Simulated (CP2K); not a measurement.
The N K edge of ammonium was computed by TDDFT (CP2K XAS_TDP, aug-cc-pVTZ, TDA) at these levels: PBE0, PBEh(45%), PBEh(45%) + GW2X and PBEh(60%). The first three lines of N1 (bonded to 4 H) with a strength over 0.0015, energy in eV and strength:

| run | first | second | third |
| --- | --- | --- | --- |
| 1 | 407.32 (0.133) | 410.22 (0.003) | 412.96 (0.021) |
| 2 | 406.78 (0.160) | 410.49 (0.004) | 413.41 (0.021) |
| 3 | 394.99 (0.103) | 399.53 (0.021) | 403.14 (0.003) |
| 4 | 401.81 (0.135) | 404.71 (0.003) | 407.46 (0.021) |

Q: Which run is which?

Run 1: PBEh(45%) + GW2X (45 % exact exchange). Run 2: PBEh(60%) (60 % exact exchange). Run 3: PBE0 (25 % exact exchange). Run 4: PBEh(45%) (45 % exact exchange). Self-interaction lifts the core level, so the uncorrected lines rise with the share of exact exchange. The GW2X run keeps the spacings of its parent: 2.90 eV between the first two lines in run 1, 2.90 eV in run 4. Its shift is +5.51 eV, since the Kohn–Sham level at this share of exchange lies that far above the quasiparticle level.

[Hosts, paths, dates, database ids (printed as entryN), source tags and the programs' standing remarks are cut or masked in the printed files.]
